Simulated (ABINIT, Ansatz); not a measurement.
# SnH2 (P-3m1): zone-centre phonons, part 4 of 4

Aim: the zone-centre modes of SnH2 (P-3m1).

ABINIT 10.8.3; DFT PBE, scalar-relativistic, plane waves, PseudoDojo norm-conserving pseudopotentials.

So far, highest optical zone-centre mode (no LO-TO term) (cm⁻¹): step 5 (zone-centre analysis) 801; step 6 (ASR 0, chneut 0) 801.

The structure was built from a prototype and need not be the compound's stable phase.

## (7) Cross-check with Ansatz

The same cell goes through another code at the same cutoff. The files are of one family, but Ansatz's library holds files of its own making for some heavy elements, so those for Sn may differ.

This step: DFT PBE, scalar-relativistic, plane waves, norm-conserving pseudopotentials of its library (PseudoDojo's, some remade) (Ansatz 0.2.0).

Input file input.yaml:

```yaml
crystal:
  lattice:
    - [3.6315249798, 0.0, 0.0]
    - [-1.8157624899, 3.144992887, 0.0]
    - [0.0, 0.0, 3.2733026219]
  atoms:
    - { symbol: Sn, position: [0.0, 0.0, 0.0] }
    - { symbol: H, position: [0.3333333333, 0.6666666667, 0.2160475876] }
    - { symbol: H, position: [0.6666666667, 0.3333333333, 0.7839524124] }
kpoints:
  mp_grid: { grid: [9, 9, 8] }
hamiltonian:
  xc: pbe
  pseudopotentials: { kind: nc, accuracy: standard }
scf:
  occupations: { method: gaussian, width: 0.27211 }
output:
  eigenvalues: true
basis:
  ecutwfc: 870.764
phonons:
  method: dfpt
```

Started as:

```sh
$ ansatz run input.yaml --threads 4 --pin off --max-ram 8192MiB --backend cpu --events-out ev --progress --plain --runs-dir out
```

Numbers of over 12 decimals in the logs are rounded to 6 here.

Output:

```text
Warning: basis.ecutwfc = 870.764 eV is below the records' recommended 979.609905 eV, and the density's cutoff is lower with it unless basis.ecutrho_ratio is high enough to keep the records' density cutoff: compare with a run at a higher cutoff
Engine: ansatz 0.2.0, aarch64-unknown-linux-gnu
Pseudopotentials: kind: nc
Pseudopotential: Sn, nc, valence charge 14, recommended cutoff 979.609905 eV (normal), Sn.nc.azcp (PseudoDojo's, or run here from an input of PseudoDojo's; its table is named by hamiltonian.pseudopotentials.accuracy)
Pseudopotential: H, nc, valence charge 1, recommended cutoff 979.609905 eV (normal), H.nc.azcp (PseudoDojo's, or run here from an input of PseudoDojo's; its table is named by hamiltonian.pseudopotentials.accuracy)
Functional definition: PBE
  parameter kappa = 0.804
  parameter beta = 0.066725
  exchange = pbe_x(kappa = kappa, mu = beta*pi^2/3)
  correlation = pbe_c(beta = beta)
Crystal: 3 atoms, lattice volume = 37.385 Å³
Basis set: ecut = 870.764 eV, 2145 PW (Γ), exchange–correlation on 72×72×64 points (8 copies of the dense FFT grid, shifted against one another)
Bands: 12, of which v1, the nominal top of the filled ones, is band 8 counted from 1 (7 counted from 0)
Symmetry: 12 space group operations
k-points: 185 of 648 (irreducible under 2 space group operations, time reversal used)
Non-local potential: Sn, projectors of the file, l = 0: 2, l = 1: 2, l = 2: 2, l = 3: 2
Non-local potential: H, projectors of the file, l = 0: 2, l = 1: 1
Initial density: superposition of atomic densities (chi_scale 0.1, normalization cell, long waves kept (reshape's long-wave potential 0.00 eV rms))
Initial wavefunctions: pseudopotential atomic-orbital guess
Functional: x = pbe(κ = 0.804, μ = 0.219515), c = pbe(β = 0.066725)
SCF iter   1: F=—  HF=-2175.902122 eV  |F-HF|=—  |Δ(HF+E_count)|=         —  Δρ=5.13e-2  dr2=1.08e0  ethr=3.10e-3  ⟨swp⟩=4.0  Hψ=11403  notcnv=0
preconditioner: auto → none  [metal: Δε(μ)=0.170 eV  Ē_g=19.733 eV  σ=0.272 eV  W_gap=0.33  n_scr=8 (ndim 8)  ℏωp=24.3 eV  f_vac=0.000  D(μ)=0.58/eV (n_scr^D=0)  sad-step TF]
SCF iter   2: F=—  HF=-2175.642698 eV  |F-HF|=—  |Δ(HF+E_count)|=   2.59e-1  Δρ=2.71e-2  dr2=3.36e-1  ethr=3.10e-3  ⟨swp⟩=1.0  Hψ=3706  notcnv=0
SCF iter   3: F=—  HF=-2175.542397 eV  |F-HF|=—  |Δ(HF+E_count)|=   1.00e-1  Δρ=3.32e-3  dr2=1.68e-3  ethr=2.10e-3  ⟨swp⟩=2.0  Hψ=3321  notcnv=0
SCF iter   4: F=—  HF=-2175.544008 eV  |F-HF|=—  |Δ(HF+E_count)|=   1.61e-3  Δρ=7.39e-4  dr2=1.91e-4  ethr=1.05e-5  ⟨swp⟩=2.7  Hψ=4108  notcnv=0
SCF iter   5: F=—  HF=-2175.543960 eV  |F-HF|=—  |Δ(HF+E_count)|=   4.77e-5  Δρ=1.32e-4  dr2=7.87e-6  ethr=1.19e-6  ⟨swp⟩=2.9  Hψ=3599  notcnv=0
SCF iter   6: F=—  HF=-2175.543958 eV  |F-HF|=—  |Δ(HF+E_count)|=   1.89e-6  Δρ=1.97e-5  dr2=5.26e-8  ethr=4.92e-8  ⟨swp⟩=2.8  Hψ=3596  notcnv=0
SCF iter   7: F=—  HF=-2175.543959 eV  |F-HF|=—  |Δ(HF+E_count)|=   5.16e-7  Δρ=2.97e-6  dr2=1.38e-9  ethr=3.29e-10  ⟨swp⟩=2.0  Hψ=3718  notcnv=0  defer=21
SCF iter   8: F=—  HF=-2175.543959 eV  |F-HF|=—  |Δ(HF+E_count)|=  8.87e-10  Δρ=4.70e-7  dr2=3.47e-11  ethr=8.65e-12  ⟨swp⟩=2.0  Hψ=3682  notcnv=0  defer=21
SCF iter   9: F=-2175.543959 eV  HF=-2175.543959 eV  |F-HF|=4.55e-13  |Δ(HF+E_count)|=  7.50e-11  Δρ=4.26e-8  dr2=5.63e-13  ethr=1.00e-12  ⟨swp⟩=5.7  Hψ=8638  notcnv=0
SCF 1 converged in 9 iterations: F = -2175.543959 eV  dr2 = 5.63e-13
DFPT response loops at Γ: preconditioner auto → Kerker (q_TF=auto, 2.368 Å⁻¹) (partly filled bands, converged f_vac=0.000); β = 1.00, the filter's whole step (`scf.mixing.beta` (0.50) is not read by the response loops under this deck's `scf.mixing.preconditioner`; to damp them name `kerker` or `kerker_dos`, under which they read `scf.mixing.beta`, and type it under 1.00, their step now; both keys bind the ground state too); Broyden in place of MSR1
SCF converged after 9 iterations
Free energy (F): -2175.543959 eV
Harris-Foulkes:  -2175.543959 eV  (|F-HF|=4.55e-13)
Internal energy: -2175.523648 eV  (E = F + TS)
E sigma→0 (E₀):  -2175.533803 eV
Entropy (-TS):   -0.020311 eV (-6.770 meV/atom)
Fermi energy:    7.760579 eV
--- Per-component energies (eV) ---
  E_band       = -116.034319
  E_kinetic    = 1308.477337
  E_local      = -1023.869549  (includes V_loc(G=0)·N_el)
  E_nonlocal   = -1074.026406
  E_hartree    = 519.498488
  E_xc         = -618.975924
  E_vxc        = -365.612660  (∫ρ·V_xc dr)
  E_ewald      = -1286.627593
  E_smearing   = -0.020311  (= −TS)
  E_closure    = 0.000000  (closes the sum)
  Σ components = -2175.543959   (vs F -2175.543959, Δ=0.00e0)
--- Band table (eV; the first three rows and the last of 185) ---
  k-point 0: bands = [... 4 lower, -13.4739, -3.2408, 6.8534, 11.2685, 11.9271, 11.9271, 13.8632, 15.0474]
  k-point 1: bands = [... 4 lower, -13.4827, -3.0452, 6.3093, 11.3061, 12.1336, 12.1336, 12.3230, 16.4375]
  k-point 2: bands = [... 4 lower, -13.5025, -2.4785, 4.8322, 11.0920, 11.9800, 12.7002, 12.7002, 16.9697]
  k-point 184: bands = [... 4 lower, -13.4269, 1.0665, 4.0400, 5.9338, 7.1092, 10.7840, 11.5403, 16.5563]
--- Phonons (Γ-DFPT): 4 representative perturbations + reference, on 185 of 648 k-points (Σ response iterations 14) ---
  k mesh reduced under 2 symmetry operations, with k and −k counted as one. Each operation leaves every solved perturbation unchanged. A smaller set is not used because it would not reduce the number of displacements times k-points to solve
  ASR residual: 7.785e-6 → 0.000e0 eV/Å²; symmetrization residual: 8.121e-7 eV/Å²
  ASR residual per site (eV/Å²): 6.75e-6 7.78e-6 7.78e-6
  Γ frequencies (cm⁻¹): -342.44 -342.44 0.00 0.00 0.00 460.60 786.30 799.37 799.37
  non-analytic LO–TO correction: not included (Born effective charges unavailable; polar crystals: no LO–TO splitting at Γ)
```

Wall time 17 s (4 threads of Arm Neoverse V2, shared host); peak memory 0.91 GiB.

This step gave:

```
sum-rule residual before enforcement             : 7.78e-6 eV/Å²
highest optical zone-centre mode (no LO-TO term) : 799.4 cm⁻¹
lowest optical zone-centre mode                  : -342.4 cm⁻¹
```

## (8) Side by side: ABINIT PseudoDojo and Ansatz, library NC

Worked out from the results:

- root-mean-square difference: 4.42 cm⁻¹
- largest difference: 7.43 cm⁻¹

Frequencies side by side, by row:

| q (reciprocal lattice) | mode | ABINIT PseudoDojo (cm⁻¹) | Ansatz, library NC (cm⁻¹) |
| --- | --- | --- | --- |
| 0 0 0 | 1 | -335 | -342.4 |
| 0 0 0 | 2 | -335 | -342.4 |
| 0 0 0 | 3 | 0 | 0 |
| 0 0 0 | 4 | 0 | 0 |
| 0 0 0 | 5 | 0 | 0 |
| 0 0 0 | 6 | 461.3 | 460.6 |
| 0 0 0 | 7 | 787 | 786.3 |
| 0 0 0 | 8 | 801.1 | 799.4 |
| 0 0 0 | 9 | 801.1 | 799.4 |

At the zone centre the largest difference (acoustic modes at Γ apart) is 0.9 % of the highest mode, but 2 % of the mode at 335i cm⁻¹ on which it sits.

## (9) Results

| Quantity | Value |
| --- | --- |
| space group after relaxation | P-3m1 |
| volume per atom | 12.5 Å³ |
| highest optical zone-centre mode (no LO-TO term) | 801.1 cm⁻¹ |
| lowest optical zone-centre mode | -335.0 cm⁻¹ |
| imaginary optical modes at the zone centre (no q mesh in this session) | yes |
| largest difference from Ansatz, library NC | 7.43 cm⁻¹ |

At the PBE level the optical modes of SnH2 (P-3m1) at the zone centre run from 335i to 801 cm⁻¹, so the structure is a saddle point, with 2 modes beyond 10i cm⁻¹ there. The base run prints -1.1 GPa, mostly the error of a finite basis; the relaxation, with a smoothed and higher cutoff, had brought the cell to rest. ABINIT PseudoDojo and Ansatz, library NC differ by 4.4 cm⁻¹ in the root mean square and by 7.4 cm⁻¹ at most, 0.9 % of the highest mode compared (acoustic modes at Γ left out). These are harmonic frequencies at zero temperature: anharmonic shifts and linewidths and thermal expansion are left out. In a metal the frequencies hang on the k mesh and the smearing, most of all near Kohn anomalies. Ansatz warns that the cutoff lies 11 % under the one recommended for these files; agreement at one cutoff is not convergence. The structure is a hypothetical one, built on a prototype.

[Host names and launcher messages were left out of these logs when they were recorded.]

[Logs are printed without paths, hosts, clocks, repeated set-up lines and the standing remarks that a program may print on its own settings, such as how far it seeks lower states.]

[Hosts, paths, dates, database ids (printed as entryN), source tags and the programs' standing remarks are cut or masked in the printed files.]
